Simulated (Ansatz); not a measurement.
**MgCdAg2F6: complex band structure**

Aim: relax a made-up compound, MgCdAg2F6, and see how good a tunnel barrier it would be. It is built by putting Cd for part of the Mg in the MgAgF3 structure of space group R-3c, with the volume rescaled by atomic radii. The parent structure comes from the Materials Project.

Program: Ansatz 0.2.0. Level of theory: PBEsol DFT, plane waves, PAW files, in the first sound run; inputs show where later runs differ. Results are calculated unless marked as measured.

The structure was built from a prototype and need not be the compound's stable phase.

### 1. Starting point

Symmetry: R-3, No. 148, trigonal system. Conventional cell: a = 5.528 Å, b = 5.528 Å, c = 13.580 Å, α = 90.00°, β = 90.00°, γ = 120.00°. Nearest to Mg lie 6 F at 1.99 Å. Nearest to Cd lie 6 F at 1.99 Å. Nearest to Ag lie 3 F at 2.42 Å. Nearest to F lie 1 Cd at 1.99 Å and 1 Mg at 1.99 Å and 1 Ag at 2.42 Å. It derives from MgAgF3. Cd for part of the Mg in the MgAgF3 structure of space group R-3c. Farther neighbours and most contacts between anions are not listed.

Coordinates:

```cif
data_structure
_symmetry_space_group_name_H-M 'R-3:H'
_symmetry_Int_Tables_number 148
_cell_length_a 5.5276
_cell_length_b 5.5276
_cell_length_c 13.5801
_cell_angle_alpha 90.000
_cell_angle_beta 90.000
_cell_angle_gamma 120.000
_cell_volume 359.35
loop_
_atom_site_label
_atom_site_type_symbol
_atom_site_symmetry_multiplicity
_atom_site_Wyckoff_symbol
_atom_site_fract_x
_atom_site_fract_y
_atom_site_fract_z
_atom_site_occupancy
Mg1 Mg 3 a 0.00000 0.00000 0.00000 1
Cd1 Cd 3 b 0.33333 0.66667 0.16667 1
Ag1 Ag 6 c 0.66667 0.33333 0.08333 1
F1 F 18 f 0.22824 0.89491 0.08333 1
```

### 2. Relaxing the new crystal

The substituted atoms don't fit the parent's cell, so cell and atoms relax together. A small smearing keeps the run stable in case the gap closes on the way.

Contents of input.yaml:

```yaml
crystal:
  lattice:
    - [2.7638194873, 1.595691925, 4.5267092437]
    - [-2.7638194873, 1.595691925, 4.5267092437]
    - [0.0, -3.19138385, 4.5267092437]
  atoms:
    - { symbol: Mg, position: [0.0, 0.0, 0.0] }
    - { symbol: Cd, position: [0.5, 0.5, 0.5] }
    - { symbol: Ag, position: [0.25, 0.25, 0.25] }
    - { symbol: Ag, position: [0.75, 0.75, 0.75] }
    - { symbol: F, position: [0.8115764, 0.25, 0.6884236] }
    - { symbol: F, position: [0.6884236, 0.8115764, 0.25] }
    - { symbol: F, position: [0.25, 0.6884236, 0.8115764] }
    - { symbol: F, position: [0.3115764, 0.1884236, 0.75] }
    - { symbol: F, position: [0.1884236, 0.75, 0.3115764] }
    - { symbol: F, position: [0.75, 0.3115764, 0.1884236] }
kpoints:
  mp_grid: { grid: [6, 6, 6] }
scf:
  occupations: { method: gaussian, width: 0.03 }
hamiltonian:
  xc: pbesol
output:
  forces: true
  stress: true
relax:
  f_tol: 0.02
  max_steps: 60
  cell: {}
```

On the command line:

```sh
$ ansatz run input.yaml --threads 2 --pin off --max-ram 4096MiB --backend cpu --events-out ev --progress --plain --runs-dir out
```

Numbers of over 12 decimals in the logs are rounded to 6 here.

Log:

```text
Engine: ansatz 0.2.0, x86_64-unknown-linux-gnu
Pseudopotentials: kind: paw
Pseudopotential: Mg, paw, valence charge 10, recommended cutoff 420 eV (normal), Mg.paw.azcp
Pseudopotential: Cd, paw, valence charge 20, recommended cutoff 420 eV (normal), Cd.paw.azcp
Pseudopotential: Ag, paw, valence charge 19, recommended cutoff 420 eV (normal), Ag.paw.azcp
Pseudopotential: F, paw, valence charge 7, recommended cutoff 420 eV (normal), F.paw.azcp
Functional definition: PBEsol
  exchange = pbesol_x
  correlation = pbesol_c
Crystal: 10 atoms, lattice volume = 119.782 Å³
Basis set: ecut = 420 eV, 2325 PW (Γ), exchange–correlation on 80×80×80 points (8 copies of the dense FFT grid, shifted against one another)
Bands: 66, of which v1, the nominal top of the filled ones, is band 55 counted from 1 (54 counted from 0)
Symmetry: 6 space group operations
Space group: R-3 (ITA 148), of the structure as read, at distance tolerance 4.9e-5 Å
k-points: 40 of 216
Non-local potential: Mg, projectors of the file, l = 0: 3, l = 1: 2, l = 2: 1
Non-local potential: Cd, projectors of the file, l = 0: 3, l = 1: 2, l = 2: 2, l = 3: 1
Non-local potential: Ag, projectors of the file, l = 0: 3, l = 1: 2, l = 2: 2, l = 3: 1
Non-local potential: F, projectors of the file, l = 0: 2, l = 1: 2, l = 2: 1
PAW form: soft (Blöchl's): semilocal exchange-correlation on the pseudo side does not see the compensation charge
PAW frozen core: Mg, regenerated for the run's functional, and the local potential with it (the file was generated under x = pbe(κ = 0.804, μ = 0.219515), c = pbe(β = 0.066725))
PAW frozen core: Cd, regenerated for the run's functional, and the local potential with it (the file was generated under x = pbe(κ = 0.804, μ = 0.219515), c = pbe(β = 0.066725))
PAW frozen core: Ag, regenerated for the run's functional, and the local potential with it (the file was generated under x = pbe(κ = 0.804, μ = 0.219515), c = pbe(β = 0.066725))
PAW frozen core: F, regenerated for the run's functional, and the local potential with it (the file was generated under x = pbe(κ = 0.804, μ = 0.219515), c = pbe(β = 0.066725))
PAW one-centre angular grid: Mg, 110 points (default); XC on 64 Gauss nodes
PAW one-centre angular grid: Cd, 590 points (default); XC on 64 Gauss nodes
PAW one-centre angular grid: Ag, 590 points (default); XC on 64 Gauss nodes
PAW one-centre angular grid: F, 110 points (default); XC on 64 Gauss nodes
Initial density: superposition of atomic densities (neutral atoms: chi_scale 0, normalization atom), corrected by the library's trained network
Initial wavefunctions: pseudopotential atomic-orbital guess
Functional: x = pbesol(κ = 0.804, μ = 0.123457), c = pbesol(β = 0.046)
SCF iter   1: F=—  HF=-29944.709475 eV  |F-HF|=—  |Δ(HF+E_count)|=         —  Δρ=1.75e-2  dr2=2.37e-1  ethr=1.77e-3  ⟨swp⟩=6.0  Hψ=9763  notcnv=0  defer=9
preconditioner: auto → Resta (q_TF=auto, 2.690 Å⁻¹)  ε∞=5.0  [insulator: Δε(μ)=1.529 eV  Ē_g=15.061 eV  σ=0.030 eV  W_gap=1.00  n_scr=50 (ndim 8)  ℏωp=30.0 eV  f_vac=0.023  D(μ)=0.00/eV (n_scr^D=0)  ε∞_Penn≈5.0]
SCF iter   2: F=—  HF=-29944.638282 eV  |F-HF|=—  |Δ(HF+E_count)|=   7.12e-2  Δρ=2.80e-3  dr2=5.38e-3  ethr=2.15e-4  ⟨swp⟩=2.1  Hψ=4816  notcnv=0  defer=219
SCF iter   3: F=—  HF=-29944.637837 eV  |F-HF|=—  |Δ(HF+E_count)|=   4.45e-4  Δρ=1.36e-3  dr2=1.50e-3  ethr=4.89e-6  ⟨swp⟩=2.1  Hψ=3863  notcnv=0  defer=219
SCF iter   4: F=—  HF=-29944.637971 eV  |F-HF|=—  |Δ(HF+E_count)|=   1.34e-4  Δρ=3.69e-4  dr2=1.18e-4  ethr=1.37e-6  ⟨swp⟩=2.8  Hψ=4093  notcnv=0  defer=219
SCF iter   5: F=—  HF=-29944.638009 eV  |F-HF|=—  |Δ(HF+E_count)|=   3.73e-5  Δρ=8.72e-5  dr2=5.45e-6  ethr=1.08e-7  ⟨swp⟩=3.0  Hψ=4459  notcnv=0  defer=219
SCF iter   6: F=—  HF=-29944.638005 eV  |F-HF|=—  |Δ(HF+E_count)|=   3.89e-6  Δρ=2.42e-5  dr2=4.60e-7  ethr=4.95e-9  ⟨swp⟩=2.0  Hψ=3703  notcnv=0  defer=219
SCF iter   7: F=-29944.638005 eV  HF=-29944.638005 eV  |F-HF|=1.35e-8  |Δ(HF+E_count)|=   2.54e-7  Δρ=5.83e-6  dr2=3.29e-8  ethr=9.09e-11  ⟨swp⟩=4.0  Hψ=8759  notcnv=0
SCF 1 converged in 7 iterations: F = -29944.638005 eV  dr2 = 3.29e-8
  greatest PAW one-centre occupation: 1.001 electrons in one spin orbital (limit 2), on the Cd atom at site 1 (counted from 0), in its partial waves of l = 1
relax step   1: F+E_penalty+E_count = -29944.63800513 eV  Δ(F+E_penalty+E_count) = +0.000e0 eV  max|allowed force component| = 2.766e0 eV/Å  Δτ_max = 0.0000 Å  P = +18.934 GPa  Ω = 119.782 Å³  (7 SCF iters, dr2 threshold 1.00e-7 eV, accepted)
Crystal: 10 atoms, lattice volume = 131.264 Å³
Basis set: ecut = 420 eV, 2637 PW (Γ), exchange–correlation on 80×80×80 points (8 copies of the dense FFT grid, shifted against one another)
Initial density: handed on by an earlier stage of this run
Initial wavefunctions: those handed on with the density
iter 1 solved again at ethr=3.04e-4 eV; its pass at ethr=3.10e-3 eV (dr2=3.35e-1 eV) is discarded
SCF iter   1: F=—  HF=-29946.486021 eV  |F-HF|=—  |Δ(HF+E_count)|=         —  Δρ=1.86e-2  dr2=3.29e-1  ethr=3.04e-4  ⟨swp⟩=2.5  Hψ=11342  notcnv=0
preconditioner: auto → Resta (q_TF=auto, 2.649 Å⁻¹)  ε∞=4.9  [insulator: Δε(μ)=1.603 eV  Ē_g=14.432 eV  σ=0.030 eV  W_gap=1.00  n_scr=50 (ndim 8)  ℏωp=28.6 eV  f_vac=0.046  D(μ)=0.00/eV (n_scr^D=0)  ε∞_Penn≈4.9]
SCF iter   2: F=—  HF=-29946.375377 eV  |F-HF|=—  |Δ(HF+E_count)|=   1.11e-1  Δρ=9.02e-3  dr2=6.42e-2  ethr=2.99e-4  ⟨swp⟩=2.0  Hψ=4400  notcnv=0
SCF iter   3: F=—  HF=-29946.350308 eV  |F-HF|=—  |Δ(HF+E_count)|=   2.51e-2  Δρ=2.24e-3  dr2=6.08e-3  ethr=5.84e-5  ⟨swp⟩=2.0  Hψ=4752  notcnv=0  defer=180
SCF iter   4: F=—  HF=-29946.348742 eV  |F-HF|=—  |Δ(HF+E_count)|=   1.57e-3  Δρ=9.54e-4  dr2=7.60e-4  ethr=5.52e-6  ⟨swp⟩=2.0  Hψ=4090  notcnv=0  defer=180
SCF iter   5: F=—  HF=-29946.348665 eV  |F-HF|=—  |Δ(HF+E_count)|=   7.68e-5  Δρ=3.36e-4  dr2=9.59e-5  ethr=6.91e-7  ⟨swp⟩=2.0  Hψ=3884  notcnv=0  defer=180
SCF iter   6: F=—  HF=-29946.348678 eV  |F-HF|=—  |Δ(HF+E_count)|=   1.30e-5  Δρ=9.64e-5  dr2=9.85e-6  ethr=8.72e-8  ⟨swp⟩=2.0  Hψ=3613  notcnv=0  defer=180
SCF iter   7: F=—  HF=-29946.348682 eV  |F-HF|=—  |Δ(HF+E_count)|=   3.56e-6  Δρ=3.93e-5  dr2=1.50e-6  ethr=8.95e-9  ⟨swp⟩=2.2  Hψ=3974  notcnv=0  defer=180
SCF iter   8: F=-29946.348681 eV  HF=-29946.348681 eV  |F-HF|=2.12e-8  |Δ(HF+E_count)|=   1.91e-7  Δρ=9.10e-6  dr2=9.85e-8  ethr=9.09e-10  ⟨swp⟩=4.0  Hψ=8624  notcnv=0
SCF 2 converged in 8 iterations: F = -29946.348681 eV  dr2 = 9.85e-8
  greatest PAW one-centre occupation: 1.000 electrons in one spin orbital (limit 2), on the Ag atom at site 3 (counted from 0), in its partial waves of l = 0
[...]
SCF iter   5: F=—  HF=-29946.545451 eV  |F-HF|=—  |Δ(HF+E_count)|=   3.55e-6  Δρ=1.07e-4  dr2=1.13e-5  ethr=7.46e-8  ⟨swp⟩=2.0  Hψ=3582  notcnv=0
SCF iter   6: F=—  HF=-29946.545449 eV  |F-HF|=—  |Δ(HF+E_count)|=   1.78e-6  Δρ=2.74e-5  dr2=1.67e-6  ethr=1.03e-8  ⟨swp⟩=2.0  Hψ=4628  notcnv=0
SCF iter   7: F=-29946.545449 eV  HF=-29946.545449 eV  |F-HF|=3.37e-8  |Δ(HF+E_count)|=   5.43e-8  Δρ=8.33e-6  dr2=6.04e-8  ethr=9.09e-10  ⟨swp⟩=4.0  Hψ=8716  notcnv=0
SCF 3 converged in 7 iterations: F = -29946.545449 eV  dr2 = 6.04e-8
relax step   3: F+E_penalty+E_count = -29946.54544928 eV  Δ(F+E_penalty+E_count) = -1.968e-1 eV  max|allowed force component| = 3.050e-1 eV/Å  Δτ_max = 0.0706 Å  P = +0.123 GPa  Ω = 132.211 Å³  energy of the carried Pulay correction = -4.803e-2 eV  (7 SCF iters, dr2 threshold 1.00e-6 eV, accepted)
[... from here on, the SCF cycles and remarks between the steps are left out ...]
relax step   4: F+E_penalty+E_count = -29946.61481308 eV  Δ(F+E_penalty+E_count) = -6.936e-2 eV  max|allowed force component| = 1.312e-1 eV/Å  Δτ_max = 0.1124 Å  P = +0.746 GPa  Ω = 130.786 Å³  energy of the carried Pulay correction = -4.277e-2 eV  (7 SCF iters, dr2 threshold 1.00e-6 eV, accepted)
relax step   5: F+E_penalty+E_count = -29946.62420401 eV  Δ(F+E_penalty+E_count) = -9.391e-3 eV  max|allowed force component| = 1.457e-2 eV/Å  Δτ_max = 0.0260 Å  P = -0.172 GPa  Ω = 131.785 Å³  energy of the carried Pulay correction = -4.646e-2 eV  (6 SCF iters, dr2 threshold 1.00e-6 eV, accepted)
relax step   6: F+E_penalty+E_count = -29946.62501844 eV  Δ(F+E_penalty+E_count) = -8.144e-4 eV  max|allowed force component| = 9.821e-3 eV/Å  Δτ_max = 0.0073 Å  P = -0.017 GPa  Ω = 131.681 Å³  energy of the carried Pulay correction = -4.608e-2 eV  (6 SCF iters, dr2 threshold 1.36e-7 eV, accepted)
relax step   7: F+E_penalty+E_count = -29946.71260936 eV  Δ(F+E_penalty+E_count) = -8.759e-2 eV  max|allowed force component| = 9.603e-3 eV/Å  Δτ_max = 0.0000 Å  P = +1.135 GPa  Ω = 131.681 Å³  stress off target by 1.28e0 GPa  SCF on the basis re-selected at this cell (its energy is not comparable with the rows above)  (7 SCF iters)
relax step   8: F+E_penalty+E_count = -29946.71355187 eV  Δ(F+E_penalty+E_count) = -9.425e-4 eV  max|allowed force component| = 1.824e-2 eV/Å  Δτ_max = 0.0071 Å  P = +0.286 GPa  Ω = 132.880 Å³  energy of the carried Pulay correction = -4.659e-3 eV  (5 SCF iters, dr2 threshold 1.00e-6 eV, accepted)
relax step   9: F+E_penalty+E_count = -29946.71295526 eV  Δ(F+E_penalty+E_count) = +5.966e-4 eV  max|allowed force component| = 5.107e-3 eV/Å  Δτ_max = 0.0129 Å  P = +0.078 GPa  Ω = 133.187 Å³  energy of the carried Pulay correction = -5.908e-3 eV  (6 SCF iters, dr2 threshold 2.36e-7 eV, accepted)
relax step  10: F+E_penalty+E_count = -29946.71247281 eV  Δ(F+E_penalty+E_count) = +4.824e-4 eV  max|allowed force component| = 1.686e-3 eV/Å  Δτ_max = 0.0074 Å  P = +0.001 GPa  Ω = 133.325 Å³  energy of the carried Pulay correction = -6.491e-3 eV  (6 SCF iters, dr2 threshold 1.94e-8 eV, accepted)
iter 1 solved again at ethr=1.64e-7 eV; its pass at ethr=3.10e-3 eV (dr2=1.80e-4 eV) is discarded
SCF iter   1: F=—  HF=-29946.718842 eV  |F-HF|=—  |Δ(HF+E_count)|=         —  Δρ=1.42e-4  dr2=3.59e-6  ethr=1.64e-7  ⟨swp⟩=3.0  Hψ=16028  notcnv=0
preconditioner: auto → Resta (q_TF=auto, 2.642 Å⁻¹)  ε∞=4.9  [insulator: Δε(μ)=1.551 eV  Ē_g=14.394 eV  σ=0.030 eV  W_gap=1.00  n_scr=50 (ndim 8)  ℏωp=28.4 eV  f_vac=0.053  D(μ)=0.00/eV (n_scr^D=0)  ε∞_Penn≈4.9]
SCF iter   2: F=—  HF=-29946.718854 eV  |F-HF|=—  |Δ(HF+E_count)|=   1.20e-5  Δρ=6.28e-5  dr2=9.34e-7  ethr=3.26e-9  ⟨swp⟩=2.0  Hψ=4200  notcnv=0
SCF iter   3: F=—  HF=-29946.718859 eV  |F-HF|=—  |Δ(HF+E_count)|=   4.76e-6  Δρ=2.68e-5  dr2=1.18e-7  ethr=8.49e-10  ⟨swp⟩=1.0  Hψ=2641  notcnv=0
SCF iter   4: F=—  HF=-29946.718860 eV  |F-HF|=—  |Δ(HF+E_count)|=   8.71e-7  Δρ=7.94e-7  dr2=6.04e-10  ethr=1.07e-10  ⟨swp⟩=2.0  Hψ=3800  notcnv=0
SCF iter   5: F=—  HF=-29946.718860 eV  |F-HF|=—  |Δ(HF+E_count)|=  8.00e-10  Δρ=3.26e-7  dr2=1.44e-10  ethr=1.00e-12  ⟨swp⟩=4.0  Hψ=8760  notcnv=0
SCF iter   6: F=-29946.718860 eV  HF=-29946.718860 eV  |F-HF|=0.00e0  |Δ(HF+E_count)|=  4.73e-11  Δρ=1.01e-7  dr2=1.37e-11  ethr=1.00e-12  ⟨swp⟩=4.0  Hψ=7749  notcnv=0
SCF 11 converged in 6 iterations: F = -29946.718860 eV  dr2 = 1.37e-11
relax step  11: F+E_penalty+E_count = -29946.71886003 eV  Δ(F+E_penalty+E_count) = -6.387e-3 eV  max|allowed force component| = 1.717e-3 eV/Å  Δτ_max = 0.0000 Å  P = +0.024 GPa  Ω = 133.325 Å³  stress off target by 2.60e-2 GPa  SCF on the basis re-selected at this cell (its energy is not comparable with the rows above)  (6 SCF iters)
basis re-selected at this cell: Δ(F+E_penalty+E_count) = -6.387e-3 eV, ΔP = +0.023 GPa vs the last step (what re-selecting the basis moved, of the pressure what is left beyond the Pulay correction that the steps carried, after the strain that the cell walked since its last selection, with what the two solves' SCF thresholds leave and, on support functions, any second-order correction that the steps lacked; it is no m [...]
SCF converged after 6 iterations
Free energy (F): -29946.718860 eV
Harris-Foulkes:  -29946.718860 eV  (|F-HF|=0.00e0)
Internal energy: -29946.718860 eV  (E = F + TS)
E sigma→0 (E₀):  -29946.718860 eV
Fermi energy:    7.669229 eV
--- Per-component energies (eV) ---
  E_band       = -1604.724275
  E_kinetic    = 2875.510432
  E_local      = -13222.147433  (includes V_loc(G=0)·N_el)
  E_nonlocal   = 754.856287
  E_hartree    = 5557.651638
  E_xc         = -1036.578780
  E_vxc        = -1326.453699  (∫ρ·V_xc dr)
  E_paw        = -13138.059913  (= ΣΔE_a)
  E_vpaw       = -1801.805858  (= ΣTr[D̂ρ^β])
  E_aug_tail   = 0.012797  (compensation charges beyond the density's cutoff)
  E_ewald      = -11739.264843
  E_core_change = 1.300956  (= ΣΔE_core)
  E_smearing   = -0.000000  (= −TS)
  E_closure    = 0.000000  (closes the sum)
  Σ components = -29946.718860   (vs F -29946.718860, Δ=0.00e0)
--- Forces (eV/Å), atoms counted from 1 ---
  atom   1  Mg    -0.00000000     0.00000000     0.00000000
  atom   2  Cd     0.00000000     0.00000000     0.00000000
  atom   3  Ag     0.00000000    -0.00000000    -0.00171701
  atom   4  Ag    -0.00000000     0.00000000     0.00171701
  atom   5  F     -0.00038828    -0.00031305     0.00037976
  atom   6  F      0.00046525    -0.00017973     0.00037976
  atom   7  F     -0.00007697     0.00049279     0.00037976
  atom   8  F     -0.00046525     0.00017973    -0.00037976
  atom   9  F      0.00038828     0.00031305    -0.00037976
  atom  10  F      0.00007697    -0.00049279    -0.00037976
  max |Σ_I F_I| component: 1.19e-18 eV/Å
--- Stress (GPa, compression-positive) ---
        0.026025       0.000000      -0.000000
       -0.000000       0.026025      -0.000000
       -0.000000      -0.000000       0.020689
  P = ⅓ Tr σ = 0.0242 GPa (0.242 kbar)
--- Relaxed structure (9 steps of the walk, 9 accepted, 2 SCFs on fresh bases) ---
  F+E_penalty+E_count = -29946.71886003 eV   max|allowed force component| = 1.717e-3 eV/Å   (the final SCF, on the basis selected at the relaxed cell)
  cell:  # Å, volume = 133.3252 Å³
    - [2.892467, 1.669967, 4.600284]
    - [-2.892467, 1.669967, 4.600284]
    - [-3.0186801155366388e-18, -3.339934, 4.600284]
  atoms:
    - { symbol: Mg, position: [-8.327796342685579e-19, -5.895635523114958e-19, 1.036728515142732e-18] }
    - { symbol: Cd, position: [0.500000, 0.500000, 0.500000] }
    - { symbol: Ag, position: [0.247069, 0.247069, 0.247069] }
    - { symbol: Ag, position: [0.752931, 0.752931, 0.752931] }
    - { symbol: F, position: [0.862860, 0.226863, 0.666485] }
    - { symbol: F, position: [0.666485, 0.862860, 0.226863] }
    - { symbol: F, position: [0.226863, 0.666485, 0.862860] }
    - { symbol: F, position: [0.333515, 0.137140, 0.773137] }
    - { symbol: F, position: [0.137140, 0.773137, 0.333515] }
    - { symbol: F, position: [0.773137, 0.333515, 0.137140] }
```

The job ended after 41 s (2 threads of Intel Xeon 6975P-C (Granite Rapids), shared host; peak memory 0.67 GiB; 79 s of CPU time).

Relaxation path:

| step | energy less that of the first step (eV) | largest force component (eV/Å) | pressure (GPa) | volume (Å³) |
| --- | --- | --- | --- | --- |
| 1 | 0.0000 | 2.7663 | 18.93 | 119.78 |
| 2 | -1.7107 | 0.6986 | 1.94 | 131.26 |
| 3 | -1.9074 | 0.3050 | 0.12 | 132.21 |
| 4 | -1.9768 | 0.1312 | 0.75 | 130.79 |
| 5 | -1.9862 | 0.0146 | -0.17 | 131.78 |
| 6 | -1.9870 | 0.0098 | -0.02 | 131.68 |
| 7* | -2.0746 | 0.0096 | 1.14 | 131.68 |
| 8 | -2.0755 | 0.0182 | 0.29 | 132.88 |
| 9 | -2.0749 | 0.0051 | 0.08 | 133.19 |
| 10 | -2.0745 | 0.0017 | 0.00 | 133.33 |
| 11* | -2.0809 | 0.0017 | 0.02 | 133.33 |

Relaxation steps marked * repeat the geometry before them on a plane-wave basis chosen anew for their cell, so energy and pressure can jump there.

The run keeps the 6 symmetry operations that it works with, so distortions that break them were not tested.

| conventional cell, symmetrised | before | after | change |
| --- | --- | --- | --- |
| a (Å) | 5.528 | 5.785 | +4.7 % |
| b (Å) | 5.528 | 5.785 | +4.7 % |
| c (Å) | 13.580 | 13.801 | +1.6 % |
| volume (Å³/atom) | 11.98 | 13.33 | +11.3 % |

The atoms that moved most (Å, as changes of fractional coordinates times the final cell):

| atom | dx | dy | dz | length |
| --- | --- | --- | --- | --- |
| F8 | 0.212 | -0.126 | -0.029 | 0.248 |
| F10 | 0.003 | 0.247 | -0.029 | 0.248 |
| F9 | -0.215 | -0.120 | -0.029 | 0.248 |
| F5 | 0.215 | 0.120 | 0.029 | 0.248 |
| F7 | -0.003 | -0.247 | 0.029 | 0.248 |
| F6 | -0.212 | 0.126 | 0.029 | 0.248 |
| Ag3 | 0.000 | 0.000 | -0.040 | 0.040 |
| Ag4 | 0.000 | 0.000 | 0.040 | 0.040 |

Numbers from this step:

```yaml
free_energy: -29946.7189 eV
fermi_energy: 7.669 eV
pressure: 0.02425 GPa
```

The largest force component on a free atom ends at 0.0017 eV/Å.

[end of part 1 of 3]

[Logs are printed without paths, hosts, clocks, repeated set-up lines and the standing remarks that a program may print on its own settings, such as how far it seeks lower states.]

[Hosts, paths, dates, database ids (printed as entryN), source tags and the programs' standing remarks are cut or masked in the printed files.]
